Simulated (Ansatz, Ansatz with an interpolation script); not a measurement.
# From a coarse GW mesh to bands everywhere: BiOBr (P4/nmm), part 2 of 2

G0W0 gives levels on a mesh alone; what do the bands of BiOBr (P4/nmm) look like between the points?

Ansatz 0.2.0; LDA, Wannier functions and G0W0, plane waves, PAW. Known limits of the many-body steps: not at the basis limit; no spin-orbit coupling; coarse k mesh.

So far. Step 2 (LDA bands): The gap is indirect, with the least direct gap 0.17 eV higher. Step 3 (Wannier functions (Bi:6p Br:4p O:2p) on 8×8×4): Near the gap the model misses directly solved bands by 0.6 meV r.m.s. and by 8 meV at most in the window tested. This tests the starting bands, not the corrections carried with them.

The database entry behind the starting cell differs from later determinations by our own check (0.1 to 0.3 % short, probably kX units), so it need not match the best structure at ambient conditions.

## Step 4: G0W0 at every point of the mesh: 4×4×2 mesh, 516 empty bands, screening to 150 eV, PAW set soft_1 files

G0W0 replaces the xc potential by the self-energy, built once from these orbitals. Only a window of levels is corrected, while the sums run over the empty bands that the input names.

This step: G0W0 on LDA, plane waves, PAW; PAW set soft_1.

The input, input.yaml:

```yaml
crystal:
  lattice:
    - [3.916, 0.0, 0.0]
    - [0.0, 3.916, 0.0]
    - [0.0, 0.0, 8.077]
  atoms:
    - { symbol: Bi, position: [0.0, 0.5, 0.154] }
    - { symbol: Bi, position: [0.5, 0.0, 0.846] }
    - { symbol: Br, position: [0.0, 0.5, 0.653] }
    - { symbol: Br, position: [0.5, 0.0, 0.347] }
    - { symbol: O, position: [0.0, 0.0, 0.0] }
    - { symbol: O, position: [0.5, 0.5, 0.0] }
kpoints:
  mp_grid: { grid: [4, 4, 2] }
hamiltonian:
  xc: lda
  pseudopotentials: { kind: paw, azcp: { folder: soft_1 }, xc_functional: pbe }
scf:
  occupations: { method: fixed }
gw:
  n_empty_bands: 516
  ecut_chi: 150.0
  qp_bands: [v12, c5]
  screening: { model: contour_deformation }
```

Command:

```
> ansatz run input.yaml --threads 3 --pin off --max-ram 92160MiB --backend cuda --events-out ev --progress --plain --runs-dir out --devices 1 --max-vram 13GiB
```

Numbers of over 12 decimals in the logs are rounded to 6 here.

The log of the run:

```text
GPUs: using 1 of 1 available (devices: 1).
[...]
GPU FFT provider: cuFFT
GPU libraries: cuBLAS 13.8.2, cuFFT 12.4.0, cuSOLVER 12.3.4
Crystal: 6 atoms, lattice volume = 123.861 Å³
Basis set: ecut = 420 eV, 2419 PW (Γ)
Bands: 34, of which v1, the nominal top of the filled ones, is band 28 counted from 1 (27 counted from 0)
Symmetry: 16 space group operations
[...]
k-points: 12 of 32
[...]
GPU buffer pool allocated for 39366 grid points (all kernels)
[...]
SCF iter   1: F=—  HF=-30676.111229 eV  |F-HF|=—  |Δ(HF+E_count)|=         —  Δρ=3.14e-2  dr2=9.93e-1  ethr=3.10e-3  ⟨swp⟩=4.9  Hψ=1514  notcnv=0  defer=43
[...]
SCF iter   8: F=-30675.893350 eV  HF=-30675.893350 eV  |F-HF|=4.95e-10  |Δ(HF+E_count)|=   7.17e-8  Δρ=4.73e-6  dr2=2.75e-8  ethr=1.79e-10  ⟨swp⟩=8.3  Hψ=1383  notcnv=0
SCF 1 converged in 8 iterations: F = -30675.893350 eV  dr2 = 2.75e-8
[...]
G₀W₀ screening: q 1/12
[... further progress lines ...]
SCF converged after 8 iterations
Free energy (F): -30675.893350 eV
[...]
Internal energy: -30675.893350 eV  (E = F + TS)
E sigma→0 (E₀):  -30675.893350 eV
Fermi energy:    7.196486 eV
[...]
--- Band table (eV; the first three rows and the last of 12) ---
  k-point 0: bands = [... 24 lower, 6.2605, 6.5296, 6.5296, 6.5944, 9.5494, 10.4609, 12.1385, 12.1385, ... 2 higher]
  k-point 1: bands = [... 24 lower, 6.3241, 6.8448, 6.8448, 7.1466, 9.3605, 9.6429, 11.9629, 11.9629, ... 2 higher]
  k-point 2: bands = [... 24 lower, 6.6848, 6.7330, 6.9761, 7.1564, 11.1001, 11.3614, 11.4260, 11.9063, ... 2 higher]
  k-point 11: bands = [... 24 lower, 6.1739, 6.1739, 6.2520, 6.2520, 11.2480, 11.2480, 12.5137, 12.5137, ... 2 higher]
--- G₀W₀: contour deformation, 6 samples at zero and on the imaginary axis and 2 off it, 32 q-points, 516 empty bands' worth ---
  eigenvalues of the whole cell's RPA ε∞ on this k-mesh (on a slab, of 1 + 4πα/V) = 5.5728, 7.5364, 7.5364; static W/v taken at q = 0 is 0.145102
    ik  band        ε_KS         Σx   Σc(E_QP)       V_xc       Z   E_QP_lin       E_QP  E_QP is
     0    17      2.4709   -23.0068     5.0827   -17.6409  0.6623     2.1854     2.1877  root
     0    18      2.4709   -23.0068     5.0827   -17.6409  0.6623     2.1854     2.1877  root
     0    19      5.3056   -25.3516     4.7387   -20.3521  0.7107     5.0434     5.0448  root
     0    20      5.4483   -24.6231     4.4047   -19.9649  0.7165     5.1934     5.1948  root
     0    21      5.4483   -24.6231     4.4047   -19.9649  0.7165     5.1934     5.1948  root
     0    22      5.5585   -18.2238     2.7826   -14.6962  0.7291     4.7961     4.8136  root
     0    23      6.1224   -22.9618     3.4817   -19.2070  0.7350     5.8481     5.8493  root
     0    24      6.2605   -19.6344     2.7933   -16.1123  0.7402     5.5194     5.5317  root
     0    25      6.2605   -19.6344     2.7933   -16.1123  0.7402     5.5194     5.5317  root
     0    26      6.5296   -19.6324     2.5983   -16.3633  0.7470     5.8497     5.8588  root
     0    27      6.5296   -19.6324     2.5983   -16.3633  0.7470     5.8497     5.8588  root
     0    28      6.5944   -18.6298     2.0507   -15.9410  0.7567     5.9482     5.9563  root
     0    29      9.5494   -10.4926    -3.7624   -14.8691  0.8036    10.1676    10.1635  root
     0    30     10.4609   -10.8488    -3.6930   -15.1252  0.7947    11.0485    11.0444  root
[...]
11    29     11.2480   -11.9204    -3.8253   -16.3622  0.7890    11.8693    11.8644  root
    11    30     11.2480   -11.9204    -3.8253   -16.3622  0.7890    11.8693    11.8644  root
    11    31     12.5137   -11.8057    -4.2679   -16.9046  0.7672    13.3565    13.3446  root
    11    32     12.5137   -11.8057    -4.2679   -16.9046  0.7672    13.3565    13.3446  root
    11    33     12.9173   -11.4685    -4.1939   -16.4644  0.7661    13.7304    13.7192  root
```

Run time: 43 s. Hardware: 1 × NVIDIA H100 80GB HBM3 (shared by 6 runs) with 3 threads of AMD EPYC 7R13 (Zen 3), shared host; peak memory 1.5 GiB; 67 s of CPU time.

This step gave:

| Item | Value |
| --- | --- |
| bands summed | 544 |
| RPA ε∞ on this mesh (eigenvalues) | 5.573, 7.536, 7.536 |
| plane waves in the screening matrix | 509 |
| q-points in the mesh | 32 |
| G0W0 gap on the mesh | 3.199 eV |
| k of the valence top | 0, -0.5, -0.5 |
| k of the conduction bottom | 0, 0, -0.5 |
| starting gap on the mesh | 2.164 eV |
| Z at the valence top | 0.7542 |
| Z at the conduction bottom | 0.8054 |
| least direct G0W0 gap on the computed points | 3.434 eV |

The gap on the mesh goes from 2.16 eV to 3.20 eV, a correction of +1.04 eV. Between the two edge states, bare exchange in place of the xc potential would open the gap by 7.02 eV, and correlation takes back 5.99 eV. The start differs from the 2.04 eV found before because this mesh misses an edge.

## Step 5: Interpolating the corrections

A script adds the corrections, carried to the Wannier functions and back, to the LDA levels, along the path and on a 13×13×9 mesh.

* G0W0 gap over the zone: 3.015 eV
* conduction bottom at: Z
* starting gap over the zone: 2.045 eV
* least direct G0W0 gap: 3.434 eV
* G0W0 gap on the mesh: 3.199 eV
* valence width, start: 5.232 eV
* valence width, G0W0: 5.118 eV
* gap by a rigid shift: 3.080 eV

Levels solved directly plus the interpolated quasiparticle correction. Limits: finite bands, cutoff and mesh; no spin-orbit coupling; coarse k mesh. Quasiparticle bands along the path, in eV, zero at the valence-band top of each set:

```csv
point,band 25,band 26,band 27,band 28,band 29,band 30
Γ,-1.02,-1.01,-1.01,-0.92,3.29,4.17
halfway,-0.91,-0.54,-0.52,-0.30,4.97,5.20
X,-0.85,-0.85,-0.19,-0.19,5.36,5.36
halfway,-1.19,-1.19,-1.17,-1.17,5.02,5.02
M,-1.07,-1.07,-0.78,-0.78,4.27,4.27
halfway,-1.05,-0.63,-0.58,-0.52,4.43,5.58
Γ,-1.02,-1.01,-1.01,-0.92,3.29,4.17
halfway,-0.94,-0.86,-0.86,-0.66,3.14,3.81
Z,-0.85,-0.73,-0.73,-0.42,3.02,3.42
halfway,-0.98,-0.72,-0.70,-0.26,4.69,4.98
R,-0.86,-0.86,-0.18,-0.18,5.16,5.16
halfway,-1.18,-1.18,-0.73,-0.73,4.62,4.62
A,-1.48,-1.48,-0.78,-0.78,4.99,4.99
halfway,-1.23,-1.08,-0.53,-0.43,4.04,5.42
Z,-0.85,-0.73,-0.73,-0.42,3.02,3.42
jump to X,-0.85,-0.85,-0.19,-0.19,5.36,5.36
halfway,-0.86,-0.86,-0.19,-0.19,5.26,5.26
R,-0.86,-0.86,-0.18,-0.18,5.16,5.16
jump to M,-1.07,-1.07,-0.78,-0.78,4.27,4.27
halfway,-1.27,-1.27,-0.78,-0.78,4.59,4.59
A,-1.48,-1.48,-0.78,-0.78,4.99,4.99
```

The same for LDA:

```csv
point,band 25,band 26,band 27,band 28,band 29,band 30
Γ,-1.06,-0.79,-0.79,-0.72,2.23,3.15
X,-0.54,-0.54,-0.16,-0.16,4.22,4.22
M,-1.06,-1.06,-0.79,-0.79,3.24,3.24
Γ,-1.06,-0.79,-0.79,-0.72,2.23,3.15
Z,-0.99,-0.47,-0.47,-0.17,2.04,2.33
R,-0.55,-0.55,-0.12,-0.12,4.04,4.04
A,-1.14,-1.14,-1.06,-1.06,3.93,3.93
Z,-0.99,-0.47,-0.47,-0.17,2.04,2.33
X,-0.54,-0.54,-0.16,-0.16,4.22,4.22
R,-0.55,-0.55,-0.12,-0.12,4.04,4.04
M,-1.06,-1.06,-0.79,-0.79,3.24,3.24
A,-1.14,-1.14,-1.06,-1.06,3.93,3.93
```

Minima of the lowest conduction band, from levels solved directly at the displaced points, plus the interpolated correction; masses are left empty at degenerate points, on flat bands and where the interpolated correction rules the curvature; G0W0 masses are rough. Conduction valleys, by row:

```csv
point,k (reciprocal lattice),valleys in the zone,G0W0 level above the valence top (eV),LDA level above the valence top (eV),G0W0 principal masses (m_e),LDA principal masses (m_e)
Z,0.000 0.000 -0.500,1,3.015,2.045,-,-
-,0.309 0.309 0.500,4,3.786,2.814,0.246 0.353 0.396,0.292 0.431 0.484
M,-0.500 -0.500 0.000,1,4.262,3.236,-,-
```

Second differences of levels solved directly at the displaced points, plus the interpolated correction, at the quasiparticle band edges; no spin-orbit coupling; left empty where the band is flat or the interpolated correction rules the curvature. Effective masses, by row:

```csv
carrier,point,Cartesian direction,band,LDA mass (m_e),G0W0 mass (m_e)
hole,0.385 0.000 -0.500,100,28,0.71,0.581
hole,0.385 0.000 -0.500,010,28,0.776,0.554
hole,0.385 0.000 -0.500,110,28,0.741,0.567
hole,0.385 0.000 -0.500,111,28,1.018,0.755
electron,Z,100,29,0.266,0.271
electron,Z,010,29,0.266,0.271
electron,Z,110,29,0.266,0.271
electron,Z,111,29,0.436,0.375
```

The density of states has structure finer than the step of the table below, so its rows give means over 0.5 eV, whole bins alone (the curve runs from -6 to 6 eV). Peaks (eV: height): G0W0 -4.70: 4.12, -3.30: 5.21, -0.90: 10.0, 5.90: 5.56; LDA -4.90: 4.01, -3.20: 4.76, -1.20: 8.49, -0.60: 9.19, 4.70: 5.89.

Wannier model on a dense mesh, Gaussian width 0.15 eV. Limits: finite bands, cutoff and mesh; no spin-orbit coupling; coarse k mesh. Table of density of states by energy, zero at the valence-band top of each set; means over each step; values in states/eV/cell:

```csv
energy (eV),G0W0,LDA
-5.5,0.0288,0.184
-5.0,2.32,3.13
-4.5,3.32,2.83
-4.0,2.23,2.02
-3.5,3.83,3.56
-3.0,4.25,4.09
-2.5,3.99,4.00
-2.0,4.46,4.01
-1.5,7.15,6.00
-1.0,9.32,7.97
-0.5,5.89,7.88
0.0,1.20,2.31
0.5,0.00117,0.00267
1.0,0,0
1.5,0,8.0e-5
2.0,0,0.0468
2.5,1.0e-4,0.249
3.0,0.0436,1.04
3.5,0.226,2.63
4.0,0.870,3.15
4.5,2.34,4.36
5.0,2.72,5.02
5.5,3.38,4.00
```

Corrections by starting level (eV, on the run's own energy scale, so only their differences matter):

```csv
start,correction
-5.09,−0.31
-4.60,−0.35
-3.35,−0.33
-3.15,−0.47
-2.23,−0.68
-1.83,−0.60
-1.22,−0.19
-0.97,−0.53
-0.85,−0.65
-0.46,−0.38
-0.22,−0.64
-0.04,−0.58
2.16,+0.53
3.12,+0.59
4.16,+0.67
4.86,+0.77
5.26,+0.80
6.34,+0.85
```

## Step 6: LDA+SOC bands, for comparison

Spin-orbit coupling can split or shift the edges; a non-collinear run measures by how much.

This step: DFT, LDA with spin-orbit coupling, plane waves, PAW; PAW set soft_1.

The input, input.yaml:

```yaml
crystal:
  lattice:
    - [3.916, 0.0, 0.0]
    - [0.0, 3.916, 0.0]
    - [0.0, 0.0, 8.077]
  atoms:
    - { symbol: Bi, position: [0.0, 0.5, 0.154] }
    - { symbol: Bi, position: [0.5, 0.0, 0.846] }
    - { symbol: Br, position: [0.0, 0.5, 0.653] }
    - { symbol: Br, position: [0.5, 0.0, 0.347] }
    - { symbol: O, position: [0.0, 0.0, 0.0] }
    - { symbol: O, position: [0.5, 0.5, 0.0] }
kpoints:
  mp_grid: { grid: [4, 4, 2] }
  band_path:
    path:
      - [[0.0, 0.0, 0.0], [0.0, 0.5, 0.0], [0.5, 0.5, 0.0], [0.0, 0.0, 0.0], [0.0, 0.0, 0.5], [0.0, 0.5, 0.5], [0.5, 0.5, 0.5], [0.0, 0.0, 0.5]]
      - [[0.0, 0.5, 0.0], [0.0, 0.5, 0.5]]
      - [[0.5, 0.5, 0.0], [0.5, 0.5, 0.5]]
    npoints: 10
hamiltonian:
  xc: lda
  pseudopotentials: { kind: paw_fr, azcp: { folder: soft_1 }, xc_functional: pbe }
scf:
  occupations: { method: fermi_dirac, width: 0.02 }
  n_extra_bands: 12
magnetization:
  noncollinear: true
  spin_orbit: true
output:
  eigenvalues: true
```

The log of the run:

```text
[...]
GPUs: using 1 of 1 available (devices: 1).
[...]
non-collinear run that drives no moment, with spin-orbit: no starting moment large enough to seed its density (crystal.atoms[].spin), no starting occupations that ask for one, no magnetisation constraint and no magnetic field, so the semilocal B_xc is pinned to zero
[...]
GPU FFT provider: cuFFT
GPU libraries: cuBLAS 13.8.2, cuFFT 12.4.0, cuSOLVER 12.3.4
Crystal: 6 atoms, lattice volume = 123.861 Å³
Basis set: ecut = 420 eV, 2419 PW (Γ)
Bands: 68, of which v1, the nominal top of the filled ones, is band 56 counted from 1 (55 counted from 0)
Symmetry: 16 space group operations + 16 with time reversal
[...]
k-points: 12 of 32
Projection manifold: j_resolved (fully-relativistic pseudo-atomic orbitals)
[...]
GPU buffer pool allocated for 39366 grid points (all kernels)
[...]
SCF iter   1: F=—  HF=-30755.940507 eV  |F-HF|=—  |Δ(HF+E_count)|=         —  Δρ=3.20e-2  dr2=1.11e0  dr2_m=0.00e0 (ungated)  ethr=3.10e-3  |M|=0.00e0 ∫|m|=0.00e0 μB  |m|>n=0.0e0 m-floor=0.0e0 τ_xc=0.0e0  β_m=0.30  ⟨swp⟩=6.1  Hψ=1883  notcnv=0  defer=2
[...]
spin=Noncollinear: Resta preconditioning applied to the charge; magnetization (m_x, m_y, m_z) channels mix plain (no charge-response kernel on spin).
SCF iter   2: F=—  HF=-30755.751189 eV  |F-HF|=—  |Δ(HF+E_count)|=   1.89e-1  Δρ=2.13e-2  dr2=4.49e-1  dr2_m=0.00e0 (ungated)  ethr=1.98e-3  |M|=0.00e0 ∫|m|=0.00e0 μB  |m|>n=0.0e0 m-floor=0.0e0 τ_xc=0.0e0  β_m=0.54  ⟨swp⟩=2.0  Hψ=505  notcnv=0  defer=90
[...]
SCF iter   8: F=-30755.673887 eV  HF=-30755.673887 eV  |F-HF|=1.02e-8  |Δ(HF+E_count)|=   2.52e-7  Δρ=9.45e-6  dr2=8.77e-8  dr2_m=0.00e0 (ungated)  ethr=1.79e-10  |M|=0.00e0 ∫|m|=0.00e0 μB  |m|>n=0.0e0 m-floor=0.0e0 τ_xc=0.0e0  ⟨swp⟩=7.2  Hψ=1867  notcnv=0
SCF 1 converged in 8 iterations: F = -30755.673887 eV  dr2 = 8.77e-8
[...]
SCF converged after 8 iterations
Magnetization: |M| = 0.0000 μB,  M = (+0.0000, +0.0000, +0.0000) μB
Absolute magnetization: 0.0000 μB (∫|m|)
  site 0: m = (+0.0000, +0.0000, +0.0000) μB, |m| = 0.0000 μB  (R = 0.96 Å)
  site 1: m = (+0.0000, +0.0000, +0.0000) μB, |m| = 0.0000 μB  (R = 0.96 Å)
  site 2: m = (+0.0000, +0.0000, +0.0000) μB, |m| = 0.0000 μB  (R = 1.31 Å)
  site 3: m = (+0.0000, +0.0000, +0.0000) μB, |m| = 0.0000 μB  (R = 1.31 Å)
  site 4: m = (+0.0000, +0.0000, +0.0000) μB, |m| = 0.0000 μB  (R = 0.96 Å)
  site 5: m = (+0.0000, +0.0000, +0.0000) μB, |m| = 0.0000 μB  (R = 0.96 Å)
Free energy (F): -30755.673887 eV
[...]
Internal energy: -30755.673887 eV  (E = F + TS)
E sigma→0 (E₀):  -30755.673887 eV
Fermi energy:    8.150202 eV
[...]
--- Band table (eV; the first three rows and the last of 12) ---
  k-point 0: bands = [... 52 lower, 6.6881, 6.6881, 6.7322, 6.7322, 9.2135, 9.2135, 9.6894, 9.6894, ... 8 higher]
  k-point 1: bands = [... 52 lower, 6.9878, 6.9878, 7.2186, 7.2186, 9.0552, 9.0552, 9.0881, 9.0881, ... 8 higher]
  k-point 2: bands = [... 52 lower, 6.9981, 6.9981, 7.1947, 7.1947, 10.0207, 10.0207, 10.5434, 10.5434, ... 8 higher]
  k-point 11: bands = [... 52 lower, 6.1709, 6.1709, 6.1709, 6.1709, 10.6790, 10.6790, 10.6790, 10.6790, ... 8 higher]
```

Run time: 6.3 s. Hardware: 1 × NVIDIA H100 80GB HBM3 (shared by 6 runs) with 3 threads; peak memory 1.4 GiB.

This step gave:

* filled bands: 56
* gap: 1.699 eV
* valence top at: k = (0.000, 0.400, 0.500)
* conduction bottom at: k = (0.000, 0.000, 0.400)
* least direct gap: 1.829 eV

The gap stands −0.34 eV against LDA.

Electronic bands along the path, in eV, zero at the top of the highest nominally filled band:

```csv
point,band 53,band 54,band 55,band 56,band 57,band 58,band 59,band 60
Γ,-0.64,-0.64,-0.59,-0.59,1.89,1.89,2.36,2.36
halfway,-0.33,-0.33,-0.13,-0.13,2.69,2.69,3.22,3.22
X,-0.16,-0.16,-0.16,-0.16,3.29,3.29,3.29,3.29
halfway,-0.90,-0.90,-0.90,-0.90,2.99,2.99,3.62,3.62
M,-0.81,-0.81,-0.81,-0.81,2.82,2.82,2.82,2.82
halfway,-0.42,-0.42,-0.32,-0.32,2.58,2.58,3.70,3.70
Γ,-0.64,-0.64,-0.59,-0.59,1.89,1.89,2.36,2.36
halfway,-0.46,-0.46,-0.35,-0.35,1.76,1.76,2.13,2.13
Z,-0.34,-0.34,-0.11,-0.11,1.73,1.73,1.76,1.76
halfway,-0.37,-0.37,-0.23,-0.23,2.80,2.80,3.05,3.05
R,-0.12,-0.12,-0.12,-0.12,3.21,3.21,3.21,3.21
halfway,-0.60,-0.60,-0.46,-0.46,2.77,2.77,3.41,3.41
A,-1.16,-1.16,-1.16,-1.16,3.35,3.35,3.35,3.35
halfway,-0.40,-0.40,-0.29,-0.29,2.34,2.34,3.89,3.89
Z,-0.34,-0.34,-0.11,-0.11,1.73,1.73,1.76,1.76
jump to X,-0.16,-0.16,-0.16,-0.16,3.29,3.29,3.29,3.29
halfway,-0.14,-0.14,-0.14,-0.14,3.25,3.25,3.25,3.25
R,-0.12,-0.12,-0.12,-0.12,3.21,3.21,3.21,3.21
jump to M,-0.81,-0.81,-0.81,-0.81,2.82,2.82,2.82,2.82
halfway,-0.98,-0.98,-0.98,-0.98,3.08,3.08,3.08,3.08
A,-1.16,-1.16,-1.16,-1.16,3.35,3.35,3.35,3.35
```

## Step 7: What came out

```json
{
  "LDA gap": "2.04 eV",
  "G0W0 gap over the zone": "3.02 eV, indirect",
  "least direct G0W0 gap, in the model": "3.43 eV",
  "with the spin-orbit change": "2.67 eV",
  "GW settings": "4×4×2 mesh, 516 empty bands, screening to 150 eV, PAW set soft_1 files",
  "known limits": "not at the basis limit; no spin-orbit coupling; coarse k mesh"
}
```

In words: The Wannier model follows the LDA bands to under 1 meV r.m.s. near the gap. The G0W0 gap over the zone is 3.02 eV, indirect, from k = (0.385, 0.000, -0.500) to Z; on the mesh alone it is 3.20 eV, and a rigid shift of the LDA bands would give 3.08 eV. The valence width in the model goes from 5.23 eV to 5.12 eV. At the band edge the lightest electron mass is 0.27 m_e at the start and 0.27 m_e in G0W0; the G0W0 masses rest on corrections from the 4×4×2 mesh alone and are rough. With a spin-orbit change this large the edge states differ, so these masses aren't the crystal's. LDA+SOC gives a gap of 1.70 eV on the same path, a spin-orbit change of −0.34 eV that would bring the G0W0 gap to 2.67 eV. Bands and cutoff are finite, so the gap is not at the basis limit. The miss can reach some tenths of an eV and take either sign; the mesh is an error of its own. Above the frozen window of the model the interpolated levels need not meet the computed ones, even at points of the mesh. The 4×4×2 mesh is coarse for this cell (its supercell is 16 Å along the shortest edge). The RPA ε∞ on it, from the LDA start, is 5.57 and 7.54; such meshes misread the long-range screening, most where the gap is narrow. Where an edge is built on 6p states of lead, bismuth or thallium, scalar-relativistic gaps usually stand too wide, by a few tenths to over one eV.

[Paths, hosts, dates, memory and timing lines, banners, echoed tables and standing remarks are left out of the program output.]

[Logs are printed without paths, hosts, clocks, repeated set-up lines and the standing remarks that a program may print on its own settings, such as how far it seeks lower states.]

[Runs of the session that timed out or met a known fault of the program may be left out.]

[Hosts, paths, dates, database ids (printed as entryN), source tags and the programs' standing remarks are cut or masked in the printed files.]
